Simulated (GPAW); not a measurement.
# Work function of 1T-VSeTe monolayer at several levels

Wanted: work functions and dipole of 1T-VSeTe monolayer, with the cost of each level.

Method: GPAW, PAW setups; layer in a repeated cell with vacuum, relaxation of atoms and in-plane cell, in the first sound run; inputs show where later runs differ, in GPAW 26.7.0.

Most raw output is cut from this account.

### 1. Set-up

The cell holds 3 atoms: 1 Te, 1 V and 1 Se. Cell: a = 3.465 Å, b = 3.465 Å, c = 21.582 Å, α = 90.0°, β = 90.0°, γ = 120.0°. Vacuum lies along c.

### 2. Relaxation

Forces are removed first; all later runs use this geometry.

The input, run.py:

```python
import json
import numpy as np
from ase import Atoms
from ase.filters import FrechetCellFilter
from ase.optimize import BFGS
from gpaw import GPAW, PW

slab = Atoms(
    ['Te', 'V', 'Se'],
    positions=[
        [1.73250, 1.00026, 9.00000],
        [0.00000, 0.00000, 10.92605],
        [-0.00000, 2.00052, 12.58205]],
    cell=[[3.465, 0.0, 0.0], [-1.7325, 3.00078, 0.0], [0.0, 0.0, 21.582]],
    pbc=[True, True, True],
    magmoms=[0.0, 1.0, 0.0])

slab.calc = GPAW(mode=PW(600), xc='PBE', kpts={'size': (9, 9, 1), 'gamma': True},
                 occupations={'name': 'fermi-dirac', 'width': 0.05}, nbands='160%',
                 convergence={'density': 1e-05}, maxiter=200,
                 symmetry={'tolerance': 1e-3}, txt='slab.txt')
result = {}
# The in-plane cell is free; stress needs a cell that repeats along all three vectors
path = []
opt = BFGS(FrechetCellFilter(slab, mask=[1, 1, 0, 0, 0, 1]), maxstep=0.2)
opt.attach(lambda: path.append((slab.get_potential_energy(), slab.positions.tolist(), slab.get_forces().tolist())))
result['relaxed'] = bool(opt.run(fmax=0.02, steps=45))
result['path'] = path
result['cell'] = slab.cell.tolist()
print('in-plane lattice', slab.cell.cellpar().round(4)[[0, 1, 5]])
energy = slab.get_potential_energy()
fermi = slab.calc.get_fermi_level()
v = slab.calc.get_electrostatic_potential().mean((0, 1)) - fermi
n = slab.calc.get_pseudo_density().mean((0, 1))
L = slab.cell[2, 2]
z = np.arange(len(v)) * L / len(v)
low, high = slab.positions[:, 2].min(), slab.positions[:, 2].max()
below, above = np.interp([low - 6.8, high + 6.8], z, v)
slopes = [np.interp(x, z, np.gradient(v, z)) for x in (low - 6.8, high + 6.8)]
eps = np.array([[slab.calc.get_eigenvalues(k, s) for k in range(len(slab.calc.get_ibz_k_points()))]
                for s in range(slab.calc.get_number_of_spins())]) - fermi
top, bottom = eps[eps < 0].max(), eps[eps > 0].min()
dipole = slab.get_dipole_moment()[2]
print(f'energy {energy:.4f} eV, Fermi level {fermi:.4f} eV, dipole {dipole:.5f} e A')
print(f'potential 6.8 A off the faces, from the Fermi level: lower {below:.4f} eV, upper {above:.4f} eV')
print(f'slope of the potential there: lower {slopes[0]:.5f}, upper {slopes[1]:.5f} eV/A')
print(f'nearest levels on the mesh: {top:.4f} and {bottom:.4f} eV')
print('magnetic moment', round(slab.get_magnetic_moment(), 3))
result.update(energy=energy, fermi=fermi, dipole=dipole, below=below, above=above, slopes=slopes, edges=[top, bottom],
              z=z.tolist(), v=v.tolist(), n=n.tolist(), positions=slab.positions.tolist(),
              forces=slab.get_forces(apply_constraint=False).tolist(), moments=slab.get_magnetic_moments().tolist())
json.dump(result, open('result.json', 'w'))
```

Started as:

```console
> OMP_NUM_THREADS=1 OPENBLAS_NUM_THREADS=1 python run.py
```

Wall time 12 min (1 thread of Arm Neoverse V1, shared host); peak memory 0.48 GiB.

Numbers from this step:

```
dipole along the normal                    : -0.04216 e·Å
levels nearest the Fermi level on the mesh : -0.03389, 0.04029 eV from the Fermi level
site moments                               : -0.06570, 0.9172, -0.03049 μB
sum of the site moments                    : 0.8210 μB
```

The electrostatic potential energy of an electron (without an applied field's), less the Fermi level, planar mean by z:

z (Å), electrostatic potential energy of an electron (without an applied field's), less the Fermi level, planar mean (eV) and a bar from the least value:
```
        0        4.8 ##############################
        1        4.7 ##############################
        2        4.7 ##############################
        3        4.7 ##############################
        4        4.6 ##############################
        5        4.6 ##############################
        6        4.5 ##############################
        7        4.4 #############################
        8        1.6 ##########################
        9      -20.4 
       10       -3.8 ####################
       11      -11.9 ##########
       12       -9.4 #############
       13       -3.2 ####################
       14        4.6 ##############################
       15        5.0 ##############################
       16        4.9 ##############################
       17        4.9 ##############################
       18        4.9 ##############################
       19        4.8 ##############################
       20        4.8 ##############################
       21        4.8 ##############################
```

The pseudo valence density, planar mean oscillates, so the rows of the table below give means over windows of 1 Å about each position, cut where the curve ends. Its maxima inside the range that stand out by 2 % of the span (Å: e/Å³): 8.6: 0.306, 9.7: 0.359, 10.9: 1.38, 12.8: 0.349. Its minima: 9.2: 0.107, 10.2: 0.305, 12.4: 0.201.

The pseudo valence density, planar mean by z; means over each step:

z (Å), pseudo valence density, planar mean (e/Å³) and a bar:
```
        5       0.00 
        6       0.00 
        7       0.01 
        8       0.13 ####
        9       0.21 ######
       10       0.35 ###########
       11       1.01 ##############################
       12       0.37 ###########
       13       0.24 #######
       14       0.03 #
       15       0.00 
       16       0.00
```

Site moment by atom:

| atom | site moment (μB) |
| --- | --- |
| Te1 | -0.066 |
| V2 | 0.917 |
| Se3 | -0.030 |

The relaxation lowered the energy of the cell by 0.183 eV (energies extrapolated to zero smearing; the optimiser's log prints free energies). The largest force left on a free atom is 0.019 eV/Å.

### 3. Plane waves, PBE

With the geometry fixed, the planar mean of the potential gives the vacuum level on each side.

This step: GPAW, PAW setups; slab in vacuum (GPAW 26.7.0).

The cell differs from the one that the last finished run ended in (c 21.582 → 21.293 Å).

run.py: that of step 2 with these lines changed.

```diff
@@ -3,4 +3,2 @@
 from ase import Atoms
-from ase.filters import FrechetCellFilter
-from ase.optimize import BFGS
 from gpaw import GPAW, PW
@@ -10,22 +8,15 @@
     positions=[
-        [1.73250, 1.00026, 9.00000],
-        [0.00000, 0.00000, 10.92605],
-        [-0.00000, 2.00052, 12.58205]],
-    cell=[[3.465, 0.0, 0.0], [-1.7325, 3.00078, 0.0], [0.0, 0.0, 21.582]],
-    pbc=[True, True, True],
+        [1.74436, 1.00711, 9.00000],
+        [0.00000, -0.00000, 10.83149],
+        [-0.00000, 2.01422, 12.29283]],
+    cell=[[3.48872, -0.0, 0.0], [-1.74436, 3.02132, 0.0], [0.0, 0.0, 21.2928]],
+    pbc=[True, True, False],
     magmoms=[0.0, 1.0, 0.0])
 
-slab.calc = GPAW(mode=PW(600), xc='PBE', kpts={'size': (9, 9, 1), 'gamma': True},
+slab.calc = GPAW(mode=PW(400), xc='PBE', kpts={'size': (9, 9, 1), 'gamma': True},
                  occupations={'name': 'fermi-dirac', 'width': 0.05}, nbands='160%',
                  convergence={'density': 1e-05}, maxiter=200,
+                 poissonsolver={'dipolelayer': 'xy'},
                  symmetry={'tolerance': 1e-3}, txt='slab.txt')
 result = {}
-# The in-plane cell is free; stress needs a cell that repeats along all three vectors
-path = []
-opt = BFGS(FrechetCellFilter(slab, mask=[1, 1, 0, 0, 0, 1]), maxstep=0.2)
-opt.attach(lambda: path.append((slab.get_potential_energy(), slab.positions.tolist(), slab.get_forces().tolist())))
-result['relaxed'] = bool(opt.run(fmax=0.02, steps=45))
-result['path'] = path
-result['cell'] = slab.cell.tolist()
-print('in-plane lattice', slab.cell.cellpar().round(4)[[0, 1, 5]])
 energy = slab.get_potential_energy()
```

Elapsed: 67 s, on 1 thread; peak memory 0.25 GiB.

Numbers from this step:

```
dipole along the normal                    : -0.03104 e·Å
levels nearest the Fermi level on the mesh : -0.03483, 0.03898 eV from the Fermi level
upper work function                        : 5.029 eV
lower work function                        : 4.499 eV
site moments                               : -0.06547, 0.9143, -0.03023 μB
sum of the site moments                    : 0.8186 μB
```

Table of electrostatic potential energy of an electron (without an applied field's), less the Fermi level, planar mean by z:

| z (Å) | electrostatic potential energy of an electron (without an applied field's), less the Fermi level, planar mean (eV) |
| --- | --- |
| 0.0 | 4.76 |
| 0.5 | 4.50 |
| 1.0 | 4.50 |
| 1.5 | 4.50 |
| 2.0 | 4.50 |
| 2.5 | 4.50 |
| 3.0 | 4.50 |
| 3.5 | 4.50 |
| 4.0 | 4.50 |
| 4.5 | 4.50 |
| 5.0 | 4.50 |
| 5.5 | 4.50 |
| 6.0 | 4.48 |
| 6.5 | 4.44 |
| 7.0 | 4.25 |
| 7.5 | 3.47 |
| 8.0 | 0.404 |
| 8.5 | -9.77 |
| 9.0 | -21.5 |
| 9.5 | -10.5 |
| 10.0 | -3.34 |
| 10.5 | -8.56 |
| 11.0 | -11.0 |
| 11.5 | -5.45 |
| 12.0 | -12.8 |
| 12.5 | -14.2 |
| 13.0 | -0.690 |
| 13.5 | 3.73 |
| 14.0 | 4.74 |
| 14.5 | 4.97 |
| 15.0 | 5.01 |
| 15.5 | 5.03 |
| 16.0 | 5.03 |
| 16.5 | 5.03 |
| 17.0 | 5.03 |
| 17.5 | 5.03 |
| 18.0 | 5.03 |
| 18.5 | 5.03 |
| 19.0 | 5.03 |
| 19.5 | 5.03 |
| 20.0 | 5.03 |
| 20.5 | 5.03 |
| 21.0 | 4.97 |

The pseudo valence density, planar mean oscillates, so the rows of the table below give means over windows of 1 Å about each position, cut where the curve ends. Its maxima inside the range that stand out by 2 % of the span (Å: e/Å³): 8.5: 0.305, 9.6: 0.360, 10.9: 1.44, 12.8: 0.335. Its minima: 8.9: 0.109, 10.0: 0.302, 12.3: 0.207.

Pseudo valence density, planar mean against z; means over each step:

| z (Å) | pseudo valence density, planar mean (e/Å³) |
| --- | --- |
| 5 | 5.7e-5 |
| 6 | 9.6e-4 |
| 7 | 0.0158 |
| 8 | 0.166 |
| 9 | 0.220 |
| 10 | 0.409 |
| 11 | 0.971 |
| 12 | 0.346 |
| 13 | 0.220 |
| 14 | 0.0222 |
| 15 | 0.00103 |
| 16 | 5.4e-5 |

The potential is flat to 6.6e-5 eV/Å where it is read, so the vacuum is wide enough.

### 4. Self-consistent run: xc = "vdW-DF2"

The same geometry under vdW-DF2, to see how far the functional moves the levels against the vacuum (the van der Waals functionals take revPBE setups).

run.py: that of step 3 with these lines changed.

```diff
@@ -15,3 +15,3 @@
 
-slab.calc = GPAW(mode=PW(400), xc='PBE', kpts={'size': (9, 9, 1), 'gamma': True},
+slab.calc = GPAW(mode=PW(400), xc='vdW-DF2', kpts={'size': (9, 9, 1), 'gamma': True},
                  occupations={'name': 'fermi-dirac', 'width': 0.05}, nbands='160%',
```

It took 90 s on 1 thread; peak memory 0.42 GiB.

Numbers from this step:

| Item | Value |
| --- | --- |
| dipole along the normal | -0.03166 e·Å |
| levels nearest the Fermi level on the mesh | -0.003571, 0.1620 eV from the Fermi level |
| upper work function | 5.361 eV |
| lower work function | 4.821 eV |
| site moments | -0.06005, 0.9008, -0.02412 μB |
| sum of the site moments | 0.8167 μB |

Electrostatic potential energy of an electron (without an applied field's), less the Fermi level, planar mean against z:

| z (Å) | electrostatic potential energy of an electron (without an applied field's), less the Fermi level, planar mean (eV) |
| --- | --- |
| 0.0 | 5.09 |
| 0.5 | 4.82 |
| 1.0 | 4.82 |
| 1.5 | 4.82 |
| 2.0 | 4.82 |
| 2.5 | 4.82 |
| 3.0 | 4.82 |
| 3.5 | 4.82 |
| 4.0 | 4.82 |
| 4.5 | 4.82 |
| 5.0 | 4.82 |
| 5.5 | 4.82 |
| 6.0 | 4.80 |
| 6.5 | 4.74 |
| 7.0 | 4.51 |
| 7.5 | 3.64 |
| 8.0 | 0.451 |
| 8.5 | -9.82 |
| 9.0 | -21.6 |
| 9.5 | -10.6 |
| 10.0 | -3.53 |
| 10.5 | -8.71 |
| 11.0 | -11.1 |
| 11.5 | -5.55 |
| 12.0 | -12.9 |
| 12.5 | -14.2 |
| 13.0 | -0.630 |
| 13.5 | 3.91 |
| 14.0 | 5.01 |
| 14.5 | 5.28 |
| 15.0 | 5.34 |
| 15.5 | 5.36 |
| 16.0 | 5.36 |
| 16.5 | 5.36 |
| 17.0 | 5.36 |
| 17.5 | 5.36 |
| 18.0 | 5.36 |
| 18.5 | 5.36 |
| 19.0 | 5.36 |
| 19.5 | 5.36 |
| 20.0 | 5.36 |
| 20.5 | 5.36 |
| 21.0 | 5.30 |

The pseudo valence density, planar mean oscillates, so the rows of the table below give means over windows of 1 Å about each position, cut where the curve ends. Its maxima inside the range that stand out by 2 % of the span (Å: e/Å³): 8.5: 0.304, 9.6: 0.359, 10.9: 1.44, 12.8: 0.334. Its minima: 8.9: 0.109, 10.0: 0.301, 12.3: 0.206.

Pseudo valence density, planar mean against z; means over each step:

| z (Å) | pseudo valence density, planar mean (e/Å³) |
| --- | --- |
| 5 | 8.2e-5 |
| 6 | 0.00120 |
| 7 | 0.0168 |
| 8 | 0.166 |
| 9 | 0.220 |
| 10 | 0.408 |
| 11 | 0.972 |
| 12 | 0.345 |
| 13 | 0.219 |
| 14 | 0.0232 |
| 15 | 0.00126 |
| 16 | 7.7e-5 |

Force by atom:

| atom | x (eV/Å) | y (eV/Å) | z (eV/Å) | size |
| --- | --- | --- | --- | --- |
| Te1 | 0.000 | 0.000 | -0.700 | 0.700 |
| V2 | 0.000 | 0.000 | 0.062 | 0.062 |
| Se3 | 0.000 | 0.000 | 0.638 | 0.638 |

The upper face's work function is 5.361 eV, against 5.029 eV in the first plane-wave PBE run at this geometry.

### 5. Self-consistent run: xc = "RPBE"

The same geometry under RPBE, to see how far the functional moves the levels against the vacuum.

run.py: that of step 4 with these lines changed.

```diff
@@ -15,3 +15,3 @@
 
-slab.calc = GPAW(mode=PW(400), xc='vdW-DF2', kpts={'size': (9, 9, 1), 'gamma': True},
+slab.calc = GPAW(mode=PW(400), xc='RPBE', kpts={'size': (9, 9, 1), 'gamma': True},
                  occupations={'name': 'fermi-dirac', 'width': 0.05}, nbands='160%',
```

Elapsed: 68 s, on 1 thread; peak memory 0.25 GiB.

This step gave:

* dipole along the normal: -0.03170 e·Å
* levels nearest the Fermi level on the mesh: -0.1166, 0.009945 eV from the Fermi level
* upper work function: 4.911 eV
* lower work function: 4.370 eV
* site moments: -0.07805, 0.9939, -0.03918 μB
* sum of the site moments: 0.8767 μB

The upper face's work function is 4.911 eV, against 5.029 eV in the first plane-wave PBE run at this geometry.

### 6. Self-consistent run: xc = "revPBE"

The same geometry under revPBE, to see how far the functional moves the levels against the vacuum.

run.py: that of step 5 with these lines changed.

```diff
@@ -15,3 +15,3 @@
 
-slab.calc = GPAW(mode=PW(400), xc='RPBE', kpts={'size': (9, 9, 1), 'gamma': True},
+slab.calc = GPAW(mode=PW(400), xc='revPBE', kpts={'size': (9, 9, 1), 'gamma': True},
                  occupations={'name': 'fermi-dirac', 'width': 0.05}, nbands='160%',
```

It took 67 s on 1 thread; peak memory 0.25 GiB.

Numbers from this step:

```yaml
dipole_along_the_normal: -0.03137 e·Å
levels_nearest_the_fermi_level_on_the_mesh: -0.001350, 0.05924 eV from the Fermi level
upper_work_function: 4.917 eV
lower_work_function: 4.382 eV
site_moments: -0.07471, 0.9736, -0.03682 μB
sum_of_the_site_moments: 0.8621 μB
```

Electrostatic potential energy of an electron (without an applied field's), less the Fermi level, planar mean against z:

| z (Å) | electrostatic potential energy of an electron (without an applied field's), less the Fermi level, planar mean (eV) |
| --- | --- |
| 0.0 | 4.65 |
| 0.5 | 4.38 |
| 1.0 | 4.38 |
| 1.5 | 4.38 |
| 2.0 | 4.38 |
| 2.5 | 4.38 |
| 3.0 | 4.38 |
| 3.5 | 4.38 |
| 4.0 | 4.38 |
| 4.5 | 4.38 |
| 5.0 | 4.38 |
| 5.5 | 4.38 |
| 6.0 | 4.37 |
| 6.5 | 4.32 |
| 7.0 | 4.13 |
| 7.5 | 3.37 |
| 8.0 | 0.315 |
| 8.5 | -9.86 |
| 9.0 | -21.6 |
| 9.5 | -10.6 |
| 10.0 | -3.44 |
| 10.5 | -8.65 |
| 11.0 | -11.1 |
| 11.5 | -5.55 |
| 12.0 | -12.9 |
| 12.5 | -14.3 |
| 13.0 | -0.777 |
| 13.5 | 3.63 |
| 14.0 | 4.63 |
| 14.5 | 4.85 |
| 15.0 | 4.90 |
| 15.5 | 4.91 |
| 16.0 | 4.92 |
| 16.5 | 4.92 |
| 17.0 | 4.92 |
| 17.5 | 4.92 |
| 18.0 | 4.92 |
| 18.5 | 4.92 |
| 19.0 | 4.92 |
| 19.5 | 4.92 |
| 20.0 | 4.92 |
| 20.5 | 4.92 |
| 21.0 | 4.86 |

The upper face's work function is 4.917 eV, against 5.029 eV in the first plane-wave PBE run at this geometry.

### 7. OptPBE vdW: xc = "optPBE-vdW"

The same geometry under optPBE-vdW, to see how far the functional moves the levels against the vacuum (the van der Waals functionals take revPBE setups).

run.py: that of step 6 with these lines changed.

```diff
@@ -15,3 +15,3 @@
 
-slab.calc = GPAW(mode=PW(400), xc='revPBE', kpts={'size': (9, 9, 1), 'gamma': True},
+slab.calc = GPAW(mode=PW(400), xc='optPBE-vdW', kpts={'size': (9, 9, 1), 'gamma': True},
                  occupations={'name': 'fermi-dirac', 'width': 0.05}, nbands='160%',
```

The job ended after 87 s (1 thread; peak memory 0.42 GiB).

Numbers from this step:

| Quantity | Value |
| --- | --- |
| dipole along the normal | -0.03148 e·Å |
| levels nearest the Fermi level on the mesh | -0.03240, 0.009992 eV from the Fermi level |
| upper work function | 5.250 eV |
| lower work function | 4.713 eV |
| site moments | -0.06483, 0.8988, -0.02888 μB |
| sum of the site moments | 0.8051 μB |

The upper face's work function is 5.250 eV, against 5.029 eV in the first plane-wave PBE run at this geometry.

### 8. Self-consistent run: xc = "LDA"

The same geometry under LDA, to see how far the functional moves the levels against the vacuum.

run.py: that of step 7 with these lines changed.

```diff
@@ -15,3 +15,3 @@
 
-slab.calc = GPAW(mode=PW(400), xc='optPBE-vdW', kpts={'size': (9, 9, 1), 'gamma': True},
+slab.calc = GPAW(mode=PW(400), xc='LDA', kpts={'size': (9, 9, 1), 'gamma': True},
                  occupations={'name': 'fermi-dirac', 'width': 0.05}, nbands='160%',
```

It took 60 s on 1 thread; peak memory 0.24 GiB.

Numbers from this step:

| Property | Result |
| --- | --- |
| dipole along the normal | -0.02986 e·Å |
| levels nearest the Fermi level on the mesh | -0.08699, 0.04030 eV from the Fermi level |
| upper work function | 5.285 eV |
| lower work function | 4.776 eV |
| site moments | -0.03784, 0.6833, -0.01124 μB |
| sum of the site moments | 0.6342 μB |

Electrostatic potential energy of an electron (without an applied field's), less the Fermi level, planar mean against z:

| z (Å) | electrostatic potential energy of an electron (without an applied field's), less the Fermi level, planar mean (eV) |
| --- | --- |
| 0.0 | 5.03 |
| 0.5 | 4.78 |
| 1.0 | 4.78 |
| 1.5 | 4.78 |
| 2.0 | 4.78 |
| 2.5 | 4.78 |
| 3.0 | 4.78 |
| 3.5 | 4.78 |
| 4.0 | 4.78 |
| 4.5 | 4.78 |
| 5.0 | 4.78 |
| 5.5 | 4.77 |
| 6.0 | 4.76 |
| 6.5 | 4.72 |
| 7.0 | 4.53 |
| 7.5 | 3.75 |
| 8.0 | 0.696 |
| 8.5 | -9.44 |
| 9.0 | -21.1 |
| 9.5 | -10.1 |
| 10.0 | -2.97 |
| 10.5 | -8.21 |
| 11.0 | -10.7 |
| 11.5 | -5.09 |
| 12.0 | -12.5 |
| 12.5 | -13.9 |
| 13.0 | -0.420 |
| 13.5 | 3.99 |
| 14.0 | 5.00 |
| 14.5 | 5.22 |
| 15.0 | 5.27 |
| 15.5 | 5.28 |
| 16.0 | 5.28 |
| 16.5 | 5.28 |
| 17.0 | 5.28 |
| 17.5 | 5.28 |
| 18.0 | 5.28 |
| 18.5 | 5.28 |
| 19.0 | 5.28 |
| 19.5 | 5.28 |
| 20.0 | 5.28 |
| 20.5 | 5.28 |
| 21.0 | 5.23 |

The upper face's work function is 5.285 eV, against 5.029 eV in the first plane-wave PBE run at this geometry.

[end of part 1 of 2]

[Logs are printed without paths, hosts, clocks, repeated set-up lines and the standing remarks that a program may print on its own settings, such as how far it seeks lower states.]

[Hosts, paths, dates, database ids (printed as entryN), source tags and the programs' standing remarks are cut or masked in the printed files.]
